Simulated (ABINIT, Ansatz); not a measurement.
# A GW run on SrIBr (Pnma) in ABINIT, with inputs changed

What do changed inputs do to GW on SrIBr (Pnma)?

Calculated with ABINIT 10.8.3; LDA and many-body steps on it, plane waves.

## (1) The structure

It takes space group Pnma (No. 62, orthorhombic). The conventional cell has a = 8.169 Å, b = 5.132 Å, c = 11.031 Å, α = 90.00°, β = 90.00°, γ = 90.00°. Sr has 3 Br at 3.07 to 3.12 Å and 4 I at 3.39 to 3.51 Å nearest. Nearest to I lie 4 Sr at 3.39 to 3.51 Å. Nearest to Br lie 3 Sr at 3.07 to 3.12 Å. Farther neighbours and most contacts between anions are not listed.

The cell and positions are those that the Materials Project relaxed with its own functionals (PBE, PBE+U or r2SCAN), kept fixed. Spin-orbit coupling is left out unless a step names it.

## (2) Screening, 2×2×1 mesh, 166 bands, screening to 98 eV

This step: ABINIT 10.8.3; RPA screening on LDA, plane waves, norm-conserving pseudopotentials.

The RPA dielectric matrix is built and inverted for each q.

run.abi reads:

```
acell 3*1.0 Angstrom
rprim 
  8.169106000000 0.000000000000 0.000000000000
  0.000000000000 5.131914000000 0.000000000000
  0.000000000000 0.000000000000 11.030852000000
ntypat 3
znucl 38 53 35
natom 12
typat 1 1 1 1 2 2 2 2 3 3 3 3
xred 
  0.280131000000 0.750000000000 0.421100000000
  0.780131000000 0.750000000000 0.078900000000
  0.719869000000 0.250000000000 0.578900000000
  0.219869000000 0.250000000000 0.921100000000
  0.367160000000 0.750000000000 0.109521000000
  0.867160000000 0.750000000000 0.390479000000
  0.632840000000 0.250000000000 0.890479000000
  0.132840000000 0.250000000000 0.609521000000
  0.517796000000 0.750000000000 0.637160000000
  0.017796000000 0.750000000000 0.862840000000
  0.482204000000 0.250000000000 0.362840000000
  0.982204000000 0.250000000000 0.137160000000
pp_dirpath "pseudos"
pseudos "Sr.upf, I.upf, Br.upf"
ecut 31
ngkpt 2 2 1
nshiftk 1
shiftk 0 0 0
kptopt 1
chksymbreak 0
istwfk *1
occopt 1
irdwfk 1
optdriver 3
nband 166
ecuteps 3.6
inclvkb 2
awtr 1
symchi 1
indata_prefix "in"
outdata_prefix "out"
tmpdata_prefix "tmp"
```

Command:

```bash
$ OMP_NUM_THREADS=1 mpirun -n 4 abinit run.abi > log
```

What it wrote:

```text
.Version 10.8.3 of ABINIT. v10.8.2 released Aug 2026.

 Symmetries : space group Pn m a (# 62); Bravais oP (primitive ortho.)
[... echo of the input left out ...]
== DATASET  1 ==================================================================
-   mpi_nproc: 4, omp_nthreads: 1 (-1 if OMP is not activated)

--- !DatasetInfo
iteration_state: {dtset: 1, }
dimensions: {natom: 12, nkpt: 4, mband: 166, nsppol: 1, nspinor: 1, nspden: 1, mpw: 25776, }
cutoff_energies: {ecut:  31.0, pawecutdg:  -1.0, }
electrons: {nelect:   9.60000000E+01, charge:   0.00000000E+00, occopt:   1.00000000E+00, tsmear:   1.00000000E-02, }

 SCREENING: Calculation of the susceptibility and dielectric matrices

 Based on a program developped by R.W. Godby, V. Olevano, G. Onida, and L. Reining.
 Incorporated in ABINIT by V. Olevano, G.-M. Rignanese, and M. Torrent.
.Using double precision arithmetic ; gwpc =  8

[... cell and pseudopotentials left out ...]
--------------------------------------------------------------------------------

 ==== K-mesh for the wavefunctions ====
 Number of points in the irreducible wedge :     4
[... list of points left out ...]
 Together with  8 symmetry operations and time-reversal symmetry
 yields     4 points in the full Brillouin Zone.

 ==== Q-mesh for the screening function ====
 Number of points in the irreducible wedge :     4
[... list of points left out ...]
 Together with  8 symmetry operations and time-reversal symmetry
 yields     4 points in the full Brillouin Zone.

 setmesh: FFT mesh size selected  =    54x   36x   72
          total number of points  =       139968

 vcoul_init : cutoff-mode = AUXILIARY_FUNCTION
 q-points for optical limit:   1
     1)      0.000010    0.000020    0.000030

- screening: taking advantage of time-reversal symmetry
- Maximum band index for partially occupied states nbvw = 48
- Remaining bands to be divided among processors   nbcw = 118
- Number of bands treated by each node ~29

 Number of electrons calculated from density =   96.0000; Expected =   96.0000
 average of density, n =  0.030762
 r_s =    1.9799
 omega_plasma =   16.9185 [eV]

 calculating chi0 at frequencies [eV] :
  1    0.000000E+00    0.000000E+00
  2    0.000000E+00    1.691848E+01

--------------------------------------------------------------------------------
  q-point number  1        q = ( 0.000000, 0.000000, 0.000000) [r.l.u.]
--------------------------------------------------------------------------------
[... chi0 elements left out ...]
 For q-point:  0.000010 0.000020 0.000030
  dielectric constant =   3.7143
  dielectric constant without local fields =   4.4312

  Average fulfillment of the sum rule on Im[epsilon] for q-point    1 :     63.07  [%]
[... wings left out ...]
  q-point number  2        q = ( 0.500000, 0.000000, 0.000000) [r.l.u.]
--------------------------------------------------------------------------------
[... chi0 elements left out ...]
  Average fulfillment of the sum rule on Im[epsilon] for q-point    2 :     70.65  [%]

 [... 2 further q-points ...]
```

It took 5.3 min on 4 MPI ranks of Arm Neoverse V2, shared host; peak memory 4.9 GiB; 21 min of CPU time.

Numbers from this step:

```
ε∞ with local fields, on this mesh, along the program's q direction : 3.714
the same without local fields                                       : 4.431
plasma frequency                                                    : 16.92 eV
plane waves in the screening matrix                                 : 993
```

Local fields lower ε∞ by 16 %. On a Γ-centred mesh this coarse the value itself is usually too large, while a short band sum pulls it down.

## (3) Base

The self-energy is evaluated for the states that the input lists, and the levels follow from it, in one-shot runs by the linearised quasiparticle equation.

This step: G0W0 on LDA, plane waves, norm-conserving pseudopotentials.

Edit run.abi of step 2 so:

```diff
@@ -33,8 +33,15 @@
 irdwfk 1
-optdriver 3
+optdriver 4
 nband 166
+gwcalctyp 0
+ecutsigx 31
+symsigma 1
+nkptgw 1
+kptgw 
+  0.0000000000 0.0000000000 0.0000000000
+bdgw 
+  47 50
 ecuteps 3.6
-inclvkb 2
-awtr 1
-symchi 1
+irdscr 1
+ppmodel 1
 indata_prefix "in"
```

What it wrote:

```text
.Version 10.8.3 of ABINIT. v10.8.2 released Aug 2026.

 Symmetries : space group Pn m a (# 62); Bravais oP (primitive ortho.)
[... echo of the input left out ...]
== DATASET  1 ==================================================================
-   mpi_nproc: 4, omp_nthreads: 1 (-1 if OMP is not activated)

--- !DatasetInfo
iteration_state: {dtset: 1, }
dimensions: {natom: 12, nkpt: 4, mband: 166, nsppol: 1, nspinor: 1, nspden: 1, mpw: 25776, }
cutoff_energies: {ecut:  31.0, pawecutdg:  -1.0, }
electrons: {nelect:   9.60000000E+01, charge:   0.00000000E+00, occopt:   1.00000000E+00, tsmear:   1.00000000E-02, }

 SIGMA: Calculation of the GW corrections

 Based on a program developped by R.W. Godby, V. Olevano, G. Onida, and L. Reining.
 Incorporated in ABINIT by V. Olevano, G.-M. Rignanese, and M. Torrent.
.Using double precision arithmetic ; gwpc =  8

[... cell and pseudopotentials left out ...]
--------------------------------------------------------------------------------

 ==== K-mesh for the wavefunctions ====
 Number of points in the irreducible wedge :     4
[... list of points left out ...]
 Together with  8 symmetry operations and time-reversal symmetry
 yields     4 points in the full Brillouin Zone.

 ==== Q-mesh for screening function ====
 Number of points in the irreducible wedge :     4
[... list of points left out ...]
 Together with  8 symmetry operations and time-reversal symmetry
 yields     4 points in the full Brillouin Zone.

 vcoul_init : cutoff-mode = AUXILIARY_FUNCTION
 q-points for optical limit:   1
     1)      0.000010    0.000020    0.000030
 setmesh: FFT mesh size selected  =    80x   50x  108
          total number of points  =       432000

 Number of electrons calculated from density =   96.0000; Expected =   96.0000
 average of density, n =  0.030762
 r_s =    1.9799
 omega_plasma =   16.9185 [eV]

 === KS Band Gaps ===
  >>>> For spin  1
   Minimum direct gap =   3.5759 [eV], located at k-point      :   0.0000  0.0000  0.0000
   Fundamental gap    =   3.5759 [eV], Top of valence bands at :   0.0000  0.0000  0.0000
                                       Bottom of conduction at :   0.0000  0.0000  0.0000
 SIGMA fundamental parameters:
 PLASMON POLE MODEL  1
 number of plane-waves for SigmaX                25715
 number of plane-waves for SigmaC and W            993
 number of plane-waves for wavefunctions         25715
 number of bands                                   166
 number of independent spin polarizations            1
 number of spinorial components                      1
 number of k-points in IBZ                           4
 number of q-points in IBZ                           4
 number of symmetry operations                       8
 number of k-points in BZ                            4
 number of q-points in BZ                            4
 number of frequencies for dSigma/dE                 9
 frequency step for dSigma/dE [eV]                0.25
 number of omega for Sigma on real axis              0
 max omega for Sigma on real axis  [eV]           0.00
 zcut for avoiding poles [eV]                     0.10

 EPSILON^-1 parameters (SCR file):
 dimension of the eps^-1 matrix on file            993
 dimension of the eps^-1 matrix used               993
 number of plane-waves for wavefunctions         25715
 number of bands                                   166
 number of q-points in IBZ                           4
 number of frequencies                               2
 number of real frequencies                          1
 number of imag frequencies                          1

 matrix elements of self-energy operator (all in [eV])

 Perturbative Calculation

--- !SelfEnergy_ee
iteration_state: {dtset: 1, }
kpoint     : [   0.000,    0.000,    0.000, ]
spin       : 1
KS_gap     :    3.576
QP_gap     :    5.331
Delta_QP_KS:    1.755
data: !SigmaeeData |
     Band     E0 <VxcDFT>   SigX SigC(E0)      Z dSigC/dE  Sig(E)    E-E0       E
       47   1.380 -12.099 -15.227   2.584   0.808  -0.238 -12.539  -0.440   0.940
       48   1.471 -11.638 -14.603   2.441   0.811  -0.234 -12.063  -0.425   1.046
       49   5.047  -7.825  -3.556  -2.692   0.844  -0.185  -6.495   1.330   6.377
       50   5.551  -8.286  -3.771  -2.684   0.840  -0.191  -6.749   1.537   7.088

== END DATASET(S) ==============================================================
================================================================================

 -outvars: echo values of variables after computation  --------
           etotal      0.0000000000E+00
            nband         166
             nkpt           4
          spgroup          62
 [... the other variables as echoed above ...]

 Calculation completed.
```

It took 32 s on 4 MPI ranks; peak memory 3.2 GiB; 2.1 min of CPU time.

This step gave:

```yaml
g0w0_gap_on_the_points_computed: 5.331 eV
starting_gap_on_the_mesh: 3.576 eV
k_of_the_valence_top: 0, 0, 0
k_of_the_conduction_bottom: 0, 0, 0
z_at_the_valence_top: 0.811
z_at_the_conduction_bottom: 0.844
least_direct_g0w0_gap_on_the_computed_points: 5.331 eV
```

The gap on the mesh goes from 3.58 eV to 5.33 eV, a correction of +1.75 eV.

## (4) Fewer bands in the self-energy

Edit run.abi of step 3 so:

```diff
@@ -34,3 +34,3 @@
 optdriver 4
-nband 166
+nband 54
 gwcalctyp 0
```

What it wrote:

```text
.Version 10.8.3 of ABINIT. v10.8.2 released Aug 2026.

 Symmetries : space group Pn m a (# 62); Bravais oP (primitive ortho.)
[... echo of the input left out ...]
== DATASET  1 ==================================================================
-   mpi_nproc: 4, omp_nthreads: 1 (-1 if OMP is not activated)

--- !DatasetInfo
iteration_state: {dtset: 1, }
dimensions: {natom: 12, nkpt: 4, mband: 54, nsppol: 1, nspinor: 1, nspden: 1, mpw: 25776, }
cutoff_energies: {ecut:  31.0, pawecutdg:  -1.0, }
electrons: {nelect:   9.60000000E+01, charge:   0.00000000E+00, occopt:   1.00000000E+00, tsmear:   1.00000000E-02, }

 SIGMA: Calculation of the GW corrections

 Based on a program developped by R.W. Godby, V. Olevano, G. Onida, and L. Reining.
 Incorporated in ABINIT by V. Olevano, G.-M. Rignanese, and M. Torrent.
.Using double precision arithmetic ; gwpc =  8

[... cell and pseudopotentials left out ...]
--------------------------------------------------------------------------------

 ==== K-mesh for the wavefunctions ====
 Number of points in the irreducible wedge :     4
[... list of points left out ...]
 Together with  8 symmetry operations and time-reversal symmetry
 yields     4 points in the full Brillouin Zone.

 ==== Q-mesh for screening function ====
 Number of points in the irreducible wedge :     4
[... list of points left out ...]
 Together with  8 symmetry operations and time-reversal symmetry
 yields     4 points in the full Brillouin Zone.

 vcoul_init : cutoff-mode = AUXILIARY_FUNCTION
 q-points for optical limit:   1
     1)      0.000010    0.000020    0.000030
 setmesh: FFT mesh size selected  =    80x   50x  108
          total number of points  =       432000

 Number of electrons calculated from density =   96.0000; Expected =   96.0000
[...]
number of k-points in IBZ                           4
 number of q-points in IBZ                           4
 number of symmetry operations                       8
 number of k-points in BZ                            4
 number of q-points in BZ                            4
 number of frequencies for dSigma/dE                 9
 frequency step for dSigma/dE [eV]                0.25
 number of omega for Sigma on real axis              0
 max omega for Sigma on real axis  [eV]           0.00
 zcut for avoiding poles [eV]                     0.10

 EPSILON^-1 parameters (SCR file):
 dimension of the eps^-1 matrix on file            993
 dimension of the eps^-1 matrix used               993
 number of plane-waves for wavefunctions         25715
 number of bands                                   166
 number of q-points in IBZ                           4
 number of frequencies                               2
 number of real frequencies                          1
 number of imag frequencies                          1

 matrix elements of self-energy operator (all in [eV])

 Perturbative Calculation

--- !SelfEnergy_ee
iteration_state: {dtset: 1, }
kpoint     : [   0.000,    0.000,    0.000, ]
spin       : 1
KS_gap     :    3.576
QP_gap     :    5.980
Delta_QP_KS:    2.404
data: !SigmaeeData |
     Band     E0 <VxcDFT>   SigX SigC(E0)      Z dSigC/dE  Sig(E)    E-E0       E
       47   1.380 -12.099 -15.227   3.585   0.830  -0.204 -11.720   0.379   1.759
       48   1.471 -11.638 -14.603   3.479   0.834  -0.199 -11.210   0.428   1.899
       49   5.047  -7.825  -3.556  -1.112   0.897  -0.115  -4.992   2.833   7.879
       50   5.551  -8.286  -3.771  -1.074   0.896  -0.116  -5.203   3.084   8.634

== END DATASET(S) ==============================================================
================================================================================

 -outvars: echo values of variables after computation  --------
           etotal      0.0000000000E+00
            nband          54
             nkpt           4
          spgroup          62
 [... the other variables as echoed above ...]

 Calculation completed.
```

Wall time 14 s (4 MPI ranks); peak memory 2.8 GiB; 57 s of CPU time.

Numbers from this step:

```yaml
g0w0_gap_on_the_points_computed: 5.980 eV
starting_gap_on_the_mesh: 3.576 eV
k_of_the_valence_top: 0, 0, 0
k_of_the_conduction_bottom: 0, 0, 0
z_at_the_valence_top: 0.834
z_at_the_conduction_bottom: 0.897
least_direct_g0w0_gap_on_the_computed_points: 5.980 eV
```

## (5) A keyword of another program

Edit run.abi of step 4 so:

```diff
@@ -34,3 +34,3 @@
 optdriver 4
-nband 54
+nband 166
 gwcalctyp 0
@@ -46,2 +46,3 @@
 ppmodel 1
+ecut_chi 100
 indata_prefix "in"
```

What it wrote:

```text
.Version 10.8.3 of ABINIT. v10.8.2 released Aug 2026.

 Symmetries : space group Pn m a (# 62); Bravais oP (primitive ortho.)
================================================================================
 Values of the parameters that define the memory need of the present run
     intxc =       0    ionmov =       0      iscf =       7    lmnmax =       6
     lnmax =       6     mgfft =     108  mpssoang =       3    mqgrid =    5225
     natom =      12  nloc_mem =       1    nspden =       1   nspinor =       1
    nsppol =       1      nsym =       8    n1xccc =    2501    ntypat =       3
    occopt =       1   xclevel =       1
-    mband =         166        mffmem =           1         mkmem =           1
       mpw =       25776          nfft =      432000          nkpt =           4
================================================================================
  Rough estimation (10% accuracy) of disk space for files :
================================================================================

--------------------------------------------------------------------------------
------------- Echo of variables that govern the present computation ------------
--------------------------------------------------------------------------------
 -outvars: echo values of preprocessed input variables --------
            acell      1.8897261259E+00  1.8897261259E+00  1.8897261259E+00 Bohr

             bdgw          47      50
      chksymbreak           0
             ecut      3.10000000E+01 Hartree
          ecuteps      3.60000000E+00 Hartree
         ecutsigx      3.10000000E+01 Hartree
          ecutwfn      3.10000000E+01 Hartree
-          fftalg         312
           irdscr           1
           irdwfk           1

              ixc       -1012
[...]
npwwfn       25715
             nsym           8
           ntypat           3
              occ      2.000000  2.000000  2.000000  2.000000  2.000000  2.000000
                       2.000000  2.000000  2.000000  2.000000  2.000000  2.000000
                       2.000000  2.000000  2.000000  2.000000  2.000000  2.000000
                       2.000000  2.000000  2.000000  2.000000  2.000000  2.000000
[...]
0.000000  0.000000  0.000000  0.000000  0.000000  0.000000
   [... 17 further rows ...]
                       0.000000  0.000000  0.000000  0.000000  0.000000  0.000000
                       0.000000  0.000000  0.000000  0.000000
        optdriver           4
            rprim      8.1691060000E+00  0.0000000000E+00  0.0000000000E+00
[...]
spgroup          62

             xred      2.8013100000E-01  7.5000000000E-01  4.2110000000E-01
[...]
4.8220400000E-01  2.5000000000E-01  3.6284000000E-01
                       9.8220400000E-01  2.5000000000E-01  1.3716000000E-01
            znucl       38.00000   53.00000   35.00000

================================================================================

 chkinp: Checking input parameters for consistency.

--- !ERROR
message: |
    Found token: `ECUT_CHI` in the input file.
    This name is not one of the registered input variable names (see
    Action: check your input file. Perhaps you mistyped the input variable,
    or specified "img", although this was not permitted for this input variable.

--- !ERROR
message: |
    Found token: `ECUT_CHI` in the input file.
    This name is not one of the registered input variable names (see
    Action: check your input file. Perhaps you mistyped the input variable,
    or specified "img", although this was not permitted for this input variable.

--- from the log ---
Found token: `ECUT_CHI` in the input file.
    This name is not one of the registered input variable names (see
    Action: check your input file. Perhaps you mistyped the input variable,
    or specified "img", although this was not permitted for this input variable.
```

Elapsed: 0.75 s, on 4 MPI ranks; peak memory 0.05 GiB.

The run stopped with an error after 0.75 s.

The program's words: Found token: `ECUT_CHI` in the input file. This name is not one of the registered input variable names (see Action: check your input file. Perhaps you mistyped the input variable, or specified "img", although this was not permitted for this input variable.

The fault put into this input: a keyword of another program.

## (6) Side by side

Times are wall times on 4 MPI ranks of Arm Neoverse V2, shared host, good to a factor of about two. A run's time includes the screening step that it read.

| run | mesh | bands | screening cutoff (eV) | DFT gap (eV) | gap on the mesh (eV) | direct (eV) | ε∞ used | time |
| --- | --- | --- | --- | --- | --- | --- | --- | --- |
| base | 2×2×1 | 166 | 98 | 3.576 | 5.331 | 5.331 | 3.71 | 5.8 min |
| fewer bands in the self-energy | 2×2×1 | 54 | 98 | 3.576 | 5.980 | 5.980 | 3.71 | 5.5 min |

## (7) What came out

- base: 5.331 eV
- fewer bands in the self-energy: 5.980 eV
- known limits: not at the basis limit; no spin-orbit coupling; coarse k mesh

**Reading.** Fewer bands in the self-energy: +0.649 eV against base (keys changed: nband). Bands and cutoff are finite, so the gap is not at the basis limit. The miss can reach some tenths of an eV and take either sign; the mesh is an error of its own. In the G0W0 runs levels were corrected at 1 k point alone, so a gap called «on the mesh» is the least over those, and an edge elsewhere would be missed. The 2×2×1 mesh is coarse for this cell, which bears on the long-range parts of exchange and screening. The many-body steps are scalar-relativistic: spin-orbit coupling is not in them.

[Paths, hosts, dates, memory and timing lines, banners, echoed tables and standing remarks are left out of the program output.]

[Logs are printed without paths, hosts, clocks, repeated set-up lines and the standing remarks that a program may print on its own settings, such as how far it seeks lower states.]

[Runs of the session that timed out or met a known fault of the program may be left out.]

[Hosts, paths, dates, database ids (printed as entryN), source tags and the programs' standing remarks are cut or masked in the printed files.]

[G0W0 gaps are taken among the corrected bands and points alone; a level outside them can change the order at an edge.]

[Where Ansatz stands beside ABINIT at settings called matched, ABINIT's density can come from a denser mesh and the files from another edition; pairs whose starting gaps differed by over 0.03 eV were left out, so agreement reads better than it is.]
